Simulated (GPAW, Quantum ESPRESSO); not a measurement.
## Near-edge structure at the O K edge of MnO2 (Pyrolusite, P4_2/mnm)

Aim: the near-edge shape at the O K edge of MnO2 (Pyrolusite, P4_2/mnm), and what the core hole does to it.

Calculated with GPAW 26.7.0; X-ray absorption from dipole matrix elements to empty bands, plane-wave PAW PBE.

Most raw output is cut from this account.

### Step 1. The structure

Symmetry: P4_2/mnm, No. 136, tetragonal system. The conventional cell has a = 4.398 Å, b = 4.398 Å, c = 2.873 Å, α = 90.00°, β = 90.00°, γ = 90.00°. Nearest to Mn lie 6 O at 1.88 to 1.90 Å. Nearest to O lie 3 Mn at 1.88 to 1.90 Å. Farther neighbours and most contacts between anions are not listed.

Coordinates:

```
Mn O
1.0
     4.39830    0.00000    0.00000
     0.00000    4.39830    0.00000
     0.00000    0.00000    2.87300
Mn O
2 4
Direct
  0.50000 0.50000 0.50000
  0.00000 0.00000 0.00000
  0.80515 0.19485 0.50000
  0.69485 0.69485 0.00000
  0.19485 0.80515 0.50000
  0.30515 0.30515 0.00000
```

### Step 2. The field without a hole

A plain self-consistent run shows whether there is a gap and which moments survive; both decide the set-up of the core-hole run.

scf.py

```python
import numpy as np
from ase import Atoms
from ase.parallel import parprint, paropen
from gpaw import GPAW, PW, FermiDirac, Mixer, MixerDif, setup_paths
from gpaw.test import gen
setup_paths.insert(0, '.')
gen('O', name='nch1s', xcname='PBE', corehole=(1, 0, 0), write_xml=True)
from gpaw.mpi import world
world.barrier()

atoms = Atoms('Mn2O4',
    cell=[[4.3983, 0, 0],
     [0, 4.3983, 0],
     [0, 0, 2.873]],
    scaled_positions=[[0.5, 0.5, 0.5],
     [0, 0, 0],
     [0.80515, 0.19485, 0.5],
     [0.69485, 0.69485, 0],
     [0.19485, 0.80515, 0.5],
     [0.30515, 0.30515, 0]],
    magmoms=[4.0, -4.0, 0.0, 0.0, 0.0, 0.0],
    pbc=True)
atoms.calc = calc = GPAW(legacy_gpaw=True, mode=PW(500, force_complex_dtype=True), xc='PBE', setups={2: 'nch1s'},
    kpts={'size': (6, 6, 9), 'gamma': True}, occupations=FermiDirac(0.05),
    charge=0, mixer=MixerDif(0.05, 8, 50), maxiter=150,
    convergence={'density': 0.0001, 'eigenstates': 1e-6}, txt='scf.txt')
energy = atoms.get_potential_energy() + calc.get_reference_energy()
ef = calc.get_fermi_level()
out = dict(energy=energy, fermi=ef, forces=atoms.get_forces().tolist(), magmoms=atoms.get_magnetic_moments().tolist())
parprint(f'all-electron energy {energy:.4f} eV, Fermi level {ef:.4f} eV')
ev = np.array([[calc.get_eigenvalues(k, s) for k in range(len(calc.get_ibz_k_points()))] for s in range(calc.get_number_of_spins())])
out['homo'], out['lumo'], out['counts'] = ev[ev < ef].max(), ev[ev > ef].min(), sorted(set((ev < ef).sum((0, 2)).tolist()))
out['filled'] = (ev[:, 0] < ef).sum(1).tolist()
import json
with paropen('out.json', 'w') as f:
    json.dump(out, f)
```

The run is started by

```console
OMP_NUM_THREADS=1 mpirun -n 4 gpaw python scf.py
```

It took 54 s on 4 MPI ranks of Arm Neoverse V1, shared host; peak memory 0.26 GiB.

The mesh shows no gap, so the system is treated as a metal and the core electron is put at the Fermi level (neutral cell).

Site moments (μB): 2.49, -2.49, -0.04, 0.04, -0.04, 0.04.

### Step 3. Spectrum without a core hole, O atom 3

This cheap baseline ignores the attraction of the hole: it shows the absorber's empty states as they are in the ground state. The data set with a hole of occupation 0 only carries the core orbital.

The absorber has 2 Mn at 1.88 Å and 1 Mn at 1.90 Å (distorted trigonal planar, site symmetry m2m).

xas.py

```python
import numpy as np
from ase import Atoms
from ase.parallel import parprint, paropen
from gpaw import GPAW, PW, FermiDirac, Mixer, MixerDif, setup_paths
from gpaw.test import gen
setup_paths.insert(0, '.')
gen('O', name='nch1s', xcname='PBE', corehole=(1, 0, 0), write_xml=True)
from gpaw.mpi import world
world.barrier()

atoms = Atoms('Mn2O4',
    cell=[[4.3983, 0, 0],
     [0, 4.3983, 0],
     [0, 0, 2.873]],
    scaled_positions=[[0.5, 0.5, 0.5],
     [0, 0, 0],
     [0.80515, 0.19485, 0.5],
     [0.69485, 0.69485, 0],
     [0.19485, 0.80515, 0.5],
     [0.30515, 0.30515, 0]],
    magmoms=[4.0, -4.0, 0.0, 0.0, 0.0, 0.0],
    pbc=True)
atoms.calc = calc = GPAW(legacy_gpaw=True, mode=PW(500, force_complex_dtype=True), xc='PBE', setups={2: 'nch1s'},
    kpts={'size': (8, 8, 12), 'gamma': True}, occupations=FermiDirac(0.1),
    charge=0, mixer=MixerDif(0.05, 8, 50), maxiter=150,
    convergence={'density': 0.0001, 'eigenstates': 1e-6}, txt='scf.txt')
energy = atoms.get_potential_energy() + calc.get_reference_energy()
ef = calc.get_fermi_level()
out = dict(energy=energy, fermi=ef, forces=atoms.get_forces().tolist(), magmoms=atoms.get_magnetic_moments().tolist())
parprint(f'all-electron energy {energy:.4f} eV, Fermi level {ef:.4f} eV')
ev = np.array([[calc.get_eigenvalues(k, s) for k in range(len(calc.get_ibz_k_points()))] for s in range(calc.get_number_of_spins())])
out['homo'], out['lumo'], out['counts'] = ev[ev < ef].max(), ev[ev > ef].min(), sorted(set((ev < ef).sum((0, 2)).tolist()))
out['filled'] = (ev[:, 0] < ef).sum(1).tolist()

from ase.units import Ha
from gpaw.xas import dipole_matrix_elements
nb = int(calc.get_number_of_electrons() / 2) + 46
top = nb
nscf = calc.fixed_density(kpts={'size': (5, 5, 8), 'gamma': True},
    convergence={'eigenstates': 1.0}, txt='nscf.txt')
nscf.diagonalize_full_hamiltonian(nbands=nb)
cell = atoms.cell.array
ops = [cell.T @ U.T @ np.linalg.inv(cell.T) for U in nscf.wfs.kd.symmetry.op_scc]
E = np.arange(-25, 34, 0.1)
fwhm = np.interp(E, [4, 25], [0.9, 3.5])
Y, X, zero, highest = 0, 0, 1e9, 1e9
for spin in range(nscf.get_number_of_spins()):
    wfs = nscf.wfs
    mine = wfs.bd.get_slice()  # this rank's bands
    A = dipole_matrix_elements(wfs.setups[2])
    eps = np.zeros((wfs.kd.nibzkpts, nb))
    d = np.zeros((3, A.shape[1], wfs.kd.nibzkpts, nb), complex)
    for kpt in wfs.kpt_u:
        if kpt.s == spin and 2 in kpt.P_ani:
            eps[kpt.k, mine] = kpt.eps_n * Ha
            d[:, :, kpt.k, mine] = (kpt.weight * wfs.nspins / 2) ** 0.5 * np.inner(A, kpt.P_ani[2])
    world.sum(eps)
    world.sum(d)
    T = np.einsum('amkn,bmkn->abkn', d, d.conj()).real
    T = sum(np.einsum('ai,ijkn,bj->abkn', R, T, R) for R in ops) / len(ops)
    empty = eps > ef
    zero, highest = min(zero, eps[empty].min()), min(highest, eps[:, top - 1].min())
    lines = [(eps, T, empty)] if spin == 0 else lines + [(eps, T, empty)]
for eps, T, empty in lines:
    f = np.einsum('aakn->akn', T).reshape(3, -1)
    x = eps.ravel() - zero
    w = np.interp(x, E, fwhm) / 2.35482
    g = np.exp(-0.5 * ((E[:, None] - x) / w) ** 2) / (w * (2 * np.pi) ** 0.5)
    Y = Y + (f * empty.ravel()) @ g.T
    X = X + (f * ~empty.ravel()) @ g.T
out.update(E=E.round(2).tolist(), xas=Y.tolist(), xes=X.tolist(), zero=zero, valid=highest - zero, nk=len(eps), nb=nb)
for i in range(0, len(E), 10):
    parprint(f'{E[i]:7.2f}', *(f'{v:10.3e}' for v in Y[:, i]))
import json
with paropen('out.json', 'w') as f:
    json.dump(out, f)
```

The run is started by

```console
OMP_NUM_THREADS=1 mpirun -n 4 gpaw python xas.py
```

The job ended after 4.5 min (4 MPI ranks; peak memory 0.57 GiB).

The O K spectrum, O atom 3, no core hole (energy from the lowest empty level; intensity scaled to a mean of 1 over the first 20 eV; polarised curves are means over the symmetry-equivalent atoms):

| E (eV) | isotropic | ε ⊥ c | ε ∥ c |
| --- | --- | --- | --- |
| -2.00 | 0.00 | 0.00 | 0.00 |
| -1.25 | 0.00 | 0.00 | 0.00 |
| -0.50 | 0.04 | 0.05 | 0.01 |
| 0.25 | 0.39 | 0.42 | 0.34 |
| 1.00 | 1.57 | 1.78 | 1.16 |
| 1.75 | 2.32 | 2.56 | 1.82 |
| 2.50 | 1.66 | 1.15 | 2.68 |
| 3.25 | 2.18 | 1.73 | 3.08 |
| 4.00 | 2.01 | 2.05 | 1.93 |
| 4.75 | 0.20 | 0.24 | 0.11 |
| 5.50 | 0.00 | 0.00 | 0.00 |
| 6.25 | 0.00 | 0.00 | 0.00 |
| 7.00 | 0.00 | 0.00 | 0.00 |
| 7.75 | 0.02 | 0.02 | 0.01 |
| 8.50 | 0.06 | 0.07 | 0.06 |
| 9.25 | 0.16 | 0.17 | 0.16 |
| 10.00 | 0.34 | 0.35 | 0.33 |
| 10.75 | 0.60 | 0.61 | 0.59 |
| 11.50 | 0.83 | 0.81 | 0.88 |
| 12.25 | 0.92 | 0.84 | 1.09 |
| 13.00 | 1.00 | 0.84 | 1.32 |
| 13.75 | 1.23 | 0.99 | 1.72 |
| 14.50 | 1.59 | 1.30 | 2.17 |
| 15.25 | 1.87 | 1.64 | 2.34 |
| 16.00 | 1.95 | 1.89 | 2.05 |
| 16.75 | 1.84 | 2.00 | 1.51 |
| 17.50 | 1.56 | 1.83 | 1.00 |
| 18.25 | 1.14 | 1.39 | 0.63 |
| 19.00 | 0.75 | 0.91 | 0.43 |
| 19.75 | 0.51 | 0.59 | 0.36 |
| 20.50 | 0.41 | 0.42 | 0.38 |
| 21.25 | 0.39 | 0.35 | 0.46 |
| 22.00 | 0.41 | 0.34 | 0.54 |
| 22.75 | 0.43 | 0.35 | 0.58 |
| 23.50 | 0.45 | 0.39 | 0.55 |
| 24.25 | 0.48 | 0.48 | 0.48 |
| 25.00 | 0.53 | 0.59 | 0.42 |
| 25.75 | 0.59 | 0.68 | 0.39 |
| 26.50 | 0.61 | 0.72 | 0.39 |
| 27.25 | 0.59 | 0.69 | 0.40 |
| 28.00 | 0.56 | 0.64 | 0.40 |
| 28.75 | 0.54 | 0.61 | 0.39 |
| 29.50 | 0.52 | 0.58 | 0.38 |
| 30.25 | 0.49 | 0.54 | 0.39 |
| 31.00 | 0.47 | 0.49 | 0.43 |
| 31.75 | 0.45 | 0.44 | 0.49 |

Main maxima below 24 eV (height): 1.7 eV (2.32), 3.6 eV (2.62) and 15.9 eV (1.95). A K edge sees empty p states; the first features are O p mixed into the empty d states of the Mn neighbours, and the broad ones above probably into the cations' higher empty bands.

The same matrix elements for filled bands give the O K emission of O atom 3 (ground-state approximation; energy from the lowest empty level, largest value 1):

| E (eV) | emission |
| --- | --- |
| -24.00 | 0.00 |
| -23.25 | 0.00 |
| -22.50 | 0.00 |
| -21.75 | 0.00 |
| -21.00 | 0.00 |
| -20.25 | 0.00 |
| -19.50 | 0.00 |
| -18.75 | 0.00 |
| -18.00 | 0.00 |
| -17.25 | 0.00 |
| -16.50 | 0.00 |
| -15.75 | 0.00 |
| -15.00 | 0.00 |
| -14.25 | 0.00 |
| -13.50 | 0.00 |
| -12.75 | 0.00 |
| -12.00 | 0.00 |
| -11.25 | 0.00 |
| -10.50 | 0.00 |
| -9.75 | 0.00 |
| -9.00 | 0.00 |
| -8.25 | 0.01 |
| -7.50 | 0.19 |
| -6.75 | 0.66 |
| -6.00 | 0.84 |
| -5.25 | 0.67 |
| -4.50 | 0.86 |
| -3.75 | 0.97 |
| -3.00 | 0.80 |
| -2.25 | 0.74 |
| -1.50 | 0.73 |
| -0.75 | 0.51 |
| 0.00 | 0.14 |
| 0.75 | 0.00 |
| 1.50 | 0.00 |
| 2.25 | 0.00 |
| 3.00 | 0.00 |

Emission maxima: -6.2 eV (0.86) and -4.0 eV (1.00).

### Step 4. Supercell without a hole, the energy reference

The photon energy needs a difference of total energies, so the cell and mesh of the coming hole run are first run without a hole.

Edit scf.py of step 2 so:

```diff
@@ -10,16 +10,22 @@
 
-atoms = Atoms('Mn2O4',
-    cell=[[4.3983, 0, 0],
-     [0, 4.3983, 0],
-     [0, 0, 2.873]],
-    scaled_positions=[[0.5, 0.5, 0.5],
+atoms = Atoms('Mn4O8',
+    cell=[[4.3983, 0, 2.873],
+     [0, 4.3983, 2.873],
+     [-4.3983, 0, 2.873]],
+    scaled_positions=[[0.25, 0.5, 0.75],
+     [0.75, 0.5, 0.25],
      [0, 0, 0],
-     [0.80515, 0.19485, 0.5],
-     [0.69485, 0.69485, 0],
-     [0.19485, 0.80515, 0.5],
-     [0.30515, 0.30515, 0]],
-    magmoms=[4.0, -4.0, 0.0, 0.0, 0.0, 0.0],
+     [0.5, 0, 0.5],
+     [0.55515, 0.19485, 0.75],
+     [0.05515, 0.19485, 0.25],
+     [0, 0.69485, 0.30515],
+     [0.5, 0.69485, 0.80515],
+     [0.94485, 0.80515, 0.75],
+     [0.44485, 0.80515, 0.25],
+     [0, 0.30515, 0.69485],
+     [0.5, 0.30515, 0.19485]],
+    magmoms=[4.0, 4.0, -4.0, -4.0, 0.0, 0.0, 0.0, 0.0, 0.0, 0.0, 0.0, 0.0],
     pbc=True)
-atoms.calc = calc = GPAW(legacy_gpaw=True, mode=PW(500, force_complex_dtype=True), xc='PBE', setups={2: 'nch1s'},
-    kpts={'size': (6, 6, 9), 'gamma': True}, occupations=FermiDirac(0.05),
+atoms.calc = calc = GPAW(legacy_gpaw=True, mode=PW(500, force_complex_dtype=True), xc='PBE', setups={4: 'nch1s'},
+    kpts={'size': (4, 4, 4), 'gamma': True}, occupations=FermiDirac(0.1),
     charge=0, mixer=MixerDif(0.05, 8, 50), maxiter=150,
```

The run is started by

```console
OMP_NUM_THREADS=1 mpirun -n 4 gpaw python scf.py
```

Run time: 1.8 min. Hardware: 4 MPI ranks; peak memory 0.4 GiB; 7.2 min of CPU time.

Reference energy: -142479.782 eV with the cores included.

### Step 5. Spectrum with XCH, O atom 3

The holes are 5.3 Å apart. In GPAW the data set carries the hole's charge, so charge=0 means a charged cell and charge=-1 a neutral one. The excited electron is kept in the cell, where it fills the lowest empty states and screens the hole. After the field has converged, empty bands are computed with the density fixed and the dipole matrix elements are summed.

xas.py

```python
import numpy as np
from ase import Atoms
from ase.parallel import parprint, paropen
from gpaw import GPAW, PW, FermiDirac, Mixer, MixerDif, setup_paths
from gpaw.test import gen
setup_paths.insert(0, '.')
gen('O', name='fch1s', xcname='PBE', corehole=(1, 0, 1), write_xml=True)
from gpaw.mpi import world
world.barrier()

atoms = Atoms('Mn4O8',
    cell=[[4.3983, 0, 2.873],
     [0, 4.3983, 2.873],
     [-4.3983, 0, 2.873]],
    scaled_positions=[[0.25, 0.5, 0.75],
     [0.75, 0.5, 0.25],
     [0, 0, 0],
     [0.5, 0, 0.5],
     [0.55515, 0.19485, 0.75],
     [0.05515, 0.19485, 0.25],
     [0, 0.69485, 0.30515],
     [0.5, 0.69485, 0.80515],
     [0.94485, 0.80515, 0.75],
     [0.44485, 0.80515, 0.25],
     [0, 0.30515, 0.69485],
     [0.5, 0.30515, 0.19485]],
    magmoms=[4.0, 4.0, -4.0, -4.0, 0.0, 0.0, 0.0, 0.0, 0.0, 0.0, 0.0, 0.0],
    pbc=True)
atoms.calc = calc = GPAW(legacy_gpaw=True, mode=PW(500, force_complex_dtype=True), xc='PBE', setups={4: 'fch1s'},
    kpts={'size': (4, 4, 4), 'gamma': True}, occupations=FermiDirac(0.1),
    charge=-1, mixer=MixerDif(0.05, 8, 50), maxiter=150,
    convergence={'density': 0.0001, 'eigenstates': 1e-6}, txt='scf.txt')
energy = atoms.get_potential_energy() + calc.get_reference_energy()
ef = calc.get_fermi_level()
out = dict(energy=energy, fermi=ef, forces=atoms.get_forces().tolist(), magmoms=atoms.get_magnetic_moments().tolist())
parprint(f'all-electron energy {energy:.4f} eV, Fermi level {ef:.4f} eV')
ev = np.array([[calc.get_eigenvalues(k, s) for k in range(len(calc.get_ibz_k_points()))] for s in range(calc.get_number_of_spins())])
out['homo'], out['lumo'], out['counts'] = ev[ev < ef].max(), ev[ev > ef].min(), sorted(set((ev < ef).sum((0, 2)).tolist()))
out['filled'] = (ev[:, 0] < ef).sum(1).tolist()

from ase.units import Ha
from gpaw.xas import dipole_matrix_elements
nb = int(calc.get_number_of_electrons() / 2) + 89
top, nb = nb, nb + 8 + nb // 12
nscf = calc.fixed_density(kpts={'size': (5, 5, 5), 'gamma': True}, nbands=nb,
    convergence={'bands': top, 'eigenstates': 5e-3}, maxiter=60, txt='nscf.txt')
cell = atoms.cell.array
ops = [cell.T @ U.T @ np.linalg.inv(cell.T) for U in nscf.wfs.kd.symmetry.op_scc]
E = np.arange(-6, 34, 0.1)
fwhm = np.interp(E, [4, 25], [0.9, 3.5])
Y, X, zero, highest = 0, 0, 1e9, 1e9
for spin in range(nscf.get_number_of_spins()):
    wfs = nscf.wfs
    mine = wfs.bd.get_slice()  # this rank's bands
    A = dipole_matrix_elements(wfs.setups[4])
    eps = np.zeros((wfs.kd.nibzkpts, nb))
    d = np.zeros((3, A.shape[1], wfs.kd.nibzkpts, nb), complex)
    for kpt in wfs.kpt_u:
        if kpt.s == spin and 4 in kpt.P_ani:
            eps[kpt.k, mine] = kpt.eps_n * Ha
            d[:, :, kpt.k, mine] = (kpt.weight * wfs.nspins / 2) ** 0.5 * np.inner(A, kpt.P_ani[4])
    world.sum(eps)
    world.sum(d)
    T = np.einsum('amkn,bmkn->abkn', d, d.conj()).real
    T = sum(np.einsum('ai,ijkn,bj->abkn', R, T, R) for R in ops) / len(ops)
    empty = eps > ef
    zero, highest = min(zero, eps[empty].min()), min(highest, eps[:, top - 1].min())
    lines = [(eps, T, empty)] if spin == 0 else lines + [(eps, T, empty)]
for eps, T, empty in lines:
    f = np.einsum('aakn->akn', T).reshape(3, -1)
    x = eps.ravel() - zero
    w = np.interp(x, E, fwhm) / 2.35482
    g = np.exp(-0.5 * ((E[:, None] - x) / w) ** 2) / (w * (2 * np.pi) ** 0.5)
    Y = Y + (f * empty.ravel()) @ g.T
    X = X + (f * ~empty.ravel()) @ g.T
out.update(E=E.round(2).tolist(), xas=Y.tolist(), xes=X.tolist(), zero=zero, valid=highest - zero, nk=len(eps), nb=nb)
for i in range(0, len(E), 10):
    parprint(f'{E[i]:7.2f}', *(f'{v:10.3e}' for v in Y[:, i]))
import json
with paropen('out.json', 'w') as f:
    json.dump(out, f)
```

The run is started by

```console
OMP_NUM_THREADS=1 mpirun -n 4 gpaw python xas.py
```

The job ended after 4.5 min (4 MPI ranks; peak memory 0.65 GiB).

(Continued in part 2 of 2.)

[Logs are printed without paths, hosts, clocks, repeated set-up lines and the standing remarks that a program may print on its own settings, such as how far it seeks lower states.]

[Hosts, paths, dates, database ids (printed as entryN), source tags and the programs' standing remarks are cut or masked in the printed files.]

[Lists of maxima count a maximum above −3 eV only where it reaches 4 % of the highest in the window and stands out from its surroundings by 2 % of it (1.5 % where it reaches 55 %); shoulders and weaker maxima are passed over, and of the rest the first, up to two pre-edge ones and the few strongest are named.]
